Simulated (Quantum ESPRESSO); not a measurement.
**MnB: which magnetic order is lowest**

A self-consistent run ends on one state, which hangs on the start. Several orders of MnB are started in Quantum ESPRESSO and their energies compared.

Program: Quantum ESPRESSO 7.5. Level of theory: PBEsol; plane waves with GBRV 1.5 PBEsol potentials, no spin-orbit coupling. Results are calculated unless marked as measured.

## (1) The structure

It takes space group Pnma (No. 62, orthorhombic). Conventional cell: a = 5.563 Å, b = 2.977 Å, c = 4.147 Å, α = 90.00°, β = 90.00°, γ = 90.00°. Mn has 7 B at 2.19 to 2.25 Å nearest. Nearest to B lie 2 B at 1.80 Å and 7 Mn at 2.19 to 2.25 Å. Farther neighbours are not listed.

As a file:

```cif
data_structure
_symmetry_space_group_name_H-M 'P 1'
_symmetry_Int_Tables_number 1
_cell_length_a 5.5632
_cell_length_b 2.9769
_cell_length_c 4.1472
_cell_angle_alpha 90.000
_cell_angle_beta 90.000
_cell_angle_gamma 90.000
_cell_volume 68.68
loop_
_atom_site_label
_atom_site_type_symbol
_atom_site_fract_x
_atom_site_fract_y
_atom_site_fract_z
_atom_site_occupancy
Mn1 Mn 0.17588 0.25000 0.12083 1
Mn2 Mn 0.32412 0.75000 0.62083 1
Mn3 Mn 0.67588 0.25000 0.37917 1
Mn4 Mn 0.82412 0.75000 0.87917 1
B5 B 0.03410 0.25000 0.61280 1
B6 B 0.46590 0.75000 0.11280 1
B7 B 0.53410 0.25000 0.88720 1
B8 B 0.96590 0.75000 0.38720 1
```

The cell comes from the Crystallography Open Database.

## (2) Run 1, typed as ferro ++++

The signs are those of the starting moments on the seeded atoms, the atoms that are given a moment.

pw.in reads:

```
&CONTROL
  calculation = 'scf'
  prefix = 'pwscf'
  outdir = './tmp'
  pseudo_dir = './pseudo'
  disk_io = 'nowf'
/
&SYSTEM
  ibrav = 0
  celldm(1) = 8
  nat = 8
  ntyp = 2
  ecutwfc = 40
  ecutrho = 280
  nbnd = 55
  occupations = 'smearing'
  smearing = 'fd'
  degauss = 0.00734986
  nspin = 2
  starting_magnetization(1) = 0.2333
  starting_magnetization(2) = 0
/
&ELECTRONS
  conv_thr = 1.6d-08
  electron_maxstep = 150
  mixing_beta = 0.3
/
ATOMIC_SPECIES
Mn     54.9380 mn_pbesol_v1.5.uspp.F.UPF
B      10.8100 b_pbesol_v1.4.uspp.F.UPF
CELL_PARAMETERS alat
   1.3141112951810    0.0000000000000    0.0000000000000
   0.0000000000000    0.7031789017615    0.0000000000000
   0.0000000000000    0.0000000000000    0.9796441802839
ATOMIC_POSITIONS crystal
Mn      0.1758800000    0.2500000000    0.1208300000
Mn      0.3241200000    0.7500000000    0.6208300000
Mn      0.6758800000    0.2500000000    0.3791700000
Mn      0.8241200000    0.7500000000    0.8791700000
B       0.0341000000    0.2500000000    0.6128000000
B       0.4659000000    0.7500000000    0.1128000000
B       0.5341000000    0.2500000000    0.8872000000
B       0.9659000000    0.7500000000    0.3872000000
K_POINTS automatic
8 8 8 0 0 0
```

The run is started by

```
> OMP_NUM_THREADS=1 mpirun -n 4 pw.x -nk 4 -in pw.in > pw.out
```

The log of the run:

```text
Program PWSCF v.7.5 starts

     Message from routine setup:
     using ibrav=0 with symmetry is DISCOURAGED, use correct ibrav instead

     K-points division:     npool     =       4
     Subspace diagonalization in iterative solution of the eigenvalue problem:

     G-vector sticks info
     --------------------
     sticks:   dense  smooth     PW     G-vecs:    dense   smooth      PW
     Sum        1299     749    239                36567    15855    2763

     Using Slab Decomposition

     bravais-lattice index     =            0
     lattice parameter (alat)  =       8.0000  a.u.
     unit-cell volume          =     463.4857 (a.u.)^3
     number of atoms/cell      =            8
     number of atomic types    =            2
     number of electrons       =        72.00
     number of Kohn-Sham states=           55
     kinetic-energy cutoff     =      40.0000  Ry
     charge density cutoff     =     280.0000  Ry
     scf convergence threshold =      1.6E-08
     mixing beta               =       0.3000
     number of iterations used =            8  plain     mixing
     Exchange-correlation= SLA  PW   PSX  PSC
                           (   1   4  10   8   0   0   0)

     celldm(1)=   8.000000  celldm(2)=   0.000000  celldm(3)=   0.000000
     celldm(4)=   0.000000  celldm(5)=   0.000000  celldm(6)=   0.000000

     crystal axes: (cart. coord. in units of alat)
               a(1) = (   1.314111   0.000000   0.000000 )
               a(2) = (   0.000000   0.703179   0.000000 )
               a(3) = (   0.000000   0.000000   0.979644 )

     reciprocal axes: (cart. coord. in units 2 pi/alat)
               b(1) = (  0.760971  0.000000  0.000000 )
               b(2) = (  0.000000  1.422113  0.000000 )
               b(3) = (  0.000000  0.000000  1.020779 )

     PseudoPot. # 1 for Mn read from file:
     mn_pbesol_v1.5.uspp.F.UPF
     Pseudo is Ultrasoft + core correction, Zval = 15.0
     Generated by new atomic code, or converted to UPF format
     Using radial grid of  859 points,  6 beta functions with:
                l(1) =   0
                l(2) =   0
                l(3) =   1
                l(4) =   1
                l(5) =   2
                l(6) =   2
     Q(r) pseudized with  8 coefficients,  rinner =    0.950   0.950   0.950
                                                       0.950   0.950

     PseudoPot. # 2 for B  read from file:
     b_pbesol_v1.4.uspp.F.UPF
     Pseudo is Ultrasoft + core correction, Zval =  3.0
     Generated by new atomic code, or converted to UPF format
     Using radial grid of  781 points,  4 beta functions with:
                l(1) =   0
                l(2) =   0
                l(3) =   1
                l(4) =   1
     Q(r) pseudized with  8 coefficients,  rinner =    1.100   1.100   1.100

     atomic species   valence    mass     pseudopotential
     Mn               15.00    54.93800     Mn( 1.00)
     B                 3.00    10.81000     B ( 1.00)

     Starting magnetic structure
     atomic species   magnetization
     Mn              0.233
     B               0.000

      8 Sym. Ops., with inversion, found ( 6 have fractional translation)

   Cartesian axes

     site n.     atom                  positions (alat units)
         1        Mn     tau(   1) = (   0.2311259   0.1757947   0.1183704  )
         2        Mn     tau(   2) = (   0.4259298   0.5273842   0.6081925  )
         3        Mn     tau(   3) = (   0.8881815   0.1757947   0.3714517  )
         4        Mn     tau(   4) = (   1.0829854   0.5273842   0.8612738  )
         5        B      tau(   5) = (   0.0448112   0.1757947   0.6003260  )
         6        B      tau(   6) = (   0.6122445   0.5273842   0.1105039  )
         7        B      tau(   7) = (   0.7018668   0.1757947   0.8691403  )
         8        B      tau(   8) = (   1.2693001   0.5273842   0.3793182  )

     number of k points=   125  Fermi-Dirac smearing, width (Ry)=  0.0073

     Number of k-points >= 100: set verbosity='high' to print them.

     Dense  grid:    36567 G-vectors     FFT dimensions: (  60,  30,  48)

     Smooth grid:    15855 G-vectors     FFT dimensions: (  48,  24,  32)

     Check: negative core charge=   -0.000056
     Generating pointlists ...
     new r_m :   0.2131 (alat units)  1.7052 (a.u.) for type    1
     new r_m :   0.1752 (alat units)  1.4020 (a.u.) for type    2

     Initial potential from superposition of free atoms

     starting charge      69.9985, renormalised to      72.0000
     Starting wfcs are   68 randomized atomic wfcs

     Self-consistent Calculation

     iteration #  1     ecut=    40.00 Ry     beta= 0.30
     Davidson diagonalization with overlap
     ethr =  1.00E-02,  avg # of iterations =  2.1

     total energy              =    -867.42854298 Ry
     estimated scf accuracy    <       9.95020679 Ry

     total magnetization       =     7.01 Bohr mag/cell
     absolute magnetization    =     7.61 Bohr mag/cell

     iteration #  2     ecut=    40.00 Ry     beta= 0.30
     Davidson diagonalization with overlap
     ethr =  1.00E-02,  avg # of iterations =  2.0

     total energy              =    -869.64988364 Ry
     estimated scf accuracy    <       2.30334784 Ry

     total magnetization       =     8.41 Bohr mag/cell
     absolute magnetization    =     9.66 Bohr mag/cell

     iteration #  3     ecut=    40.00 Ry     beta= 0.30
     Davidson diagonalization with overlap
     ethr =  3.20E-03,  avg # of iterations =  1.0

     total energy              =    -870.03493148 Ry
     estimated scf accuracy    <       0.06889841 Ry

     total magnetization       =     8.34 Bohr mag/cell
     absolute magnetization    =     9.34 Bohr mag/cell

     [... further iterations left out ...]

     iteration #  9     ecut=    40.00 Ry     beta= 0.30
     Davidson diagonalization with overlap
     ethr =  1.15E-08,  avg # of iterations =  2.6

     total energy              =    -870.05557056 Ry
     estimated scf accuracy    <       0.00000305 Ry

     total magnetization       =     7.48 Bohr mag/cell
     absolute magnetization    =     8.35 Bohr mag/cell

     iteration # 10     ecut=    40.00 Ry     beta= 0.30
     Davidson diagonalization with overlap
     ethr =  4.24E-09,  avg # of iterations =  1.5

     total energy              =    -870.05557326 Ry
     estimated scf accuracy    <       0.00000083 Ry

     total magnetization       =     7.49 Bohr mag/cell
     absolute magnetization    =     8.36 Bohr mag/cell

     iteration # 11     ecut=    40.00 Ry     beta= 0.30
     Davidson diagonalization with overlap
     ethr =  1.16E-09,  avg # of iterations =  2.0

     total energy              =    -870.05557415 Ry
     estimated scf accuracy    <       0.00000004 Ry

     total magnetization       =     7.48 Bohr mag/cell
     absolute magnetization    =     8.35 Bohr mag/cell

     iteration # 12     ecut=    40.00 Ry     beta= 0.30
     Davidson diagonalization with overlap
     ethr =  5.26E-11,  avg # of iterations =  3.0

     Magnetic moment per site  (integrated on atomic sphere of radius R)
     atom   1 (R=0.213)  charge= 12.6621  magn=  1.8503
     atom   2 (R=0.213)  charge= 12.6621  magn=  1.8503
     atom   3 (R=0.213)  charge= 12.6621  magn=  1.8503
     atom   4 (R=0.213)  charge= 12.6621  magn=  1.8503
     atom   5 (R=0.175)  charge=  1.4291  magn= -0.0658
     atom   6 (R=0.175)  charge=  1.4291  magn= -0.0658
     atom   7 (R=0.175)  charge=  1.4291  magn= -0.0658
     atom   8 (R=0.175)  charge=  1.4291  magn= -0.0658

     End of self-consistent calculation

     Number of k-points >= 100: set verbosity='high' to print the bands.

     the Fermi energy is    16.8961 ev

!    total energy              =    -870.05557434 Ry
     estimated scf accuracy    <       0.00000001 Ry
     smearing contrib. (-TS)   =      -0.00994743 Ry
     internal energy E=F+TS    =    -870.04562691 Ry

     The total energy is F=E-TS. E is the sum of the following terms:
     one-electron contribution =    -375.21971004 Ry
     hartree contribution      =     228.72512354 Ry
     xc contribution           =    -117.29727837 Ry
     ewald contribution        =    -606.25376204 Ry

     total magnetization       =     7.48 Bohr mag/cell
     absolute magnetization    =     8.35 Bohr mag/cell

     convergence has been achieved in  12 iterations

=------------------------------------------------------------------------------=
   JOB DONE.
=------------------------------------------------------------------------------=
```

Wall time 87 s (4 MPI ranks of Intel Xeon Platinum 8559C (Emerald Rapids), shared host); peak memory 0.83 GiB; 5.8 min of CPU time.

Spin moment in the atom's sphere by atom:

```tsv
atom	spin moment in the atom's sphere (μB)
Mn1	1.85
Mn2	1.85
Mn3	1.85
Mn4	1.85
B5	-0.07
B6	-0.07
B7	-0.07
B8	-0.07
```

This step gave:

- smearing term TS: 0.1353 eV
- magnetization: 7.482 μB
- absolute magnetization: 8.351 μB
- final state: ferromagnetic

(Continued in part 2 of 2.)

[Logs and program files are shortened in this print: banners, set-up blocks, solver, clock and traceback lines can be left out without a mark of their own.]

[Logs are printed without paths, hosts, clocks, repeated set-up lines and the standing remarks that a program may print on its own settings, such as how far it seeks lower states.]

[Hosts, paths, dates, database ids (printed as entryN), source tags and the programs' standing remarks are cut or masked in the printed files.]

[Where a cell is said to come from a database of computed structures, the database is the Materials Project.]
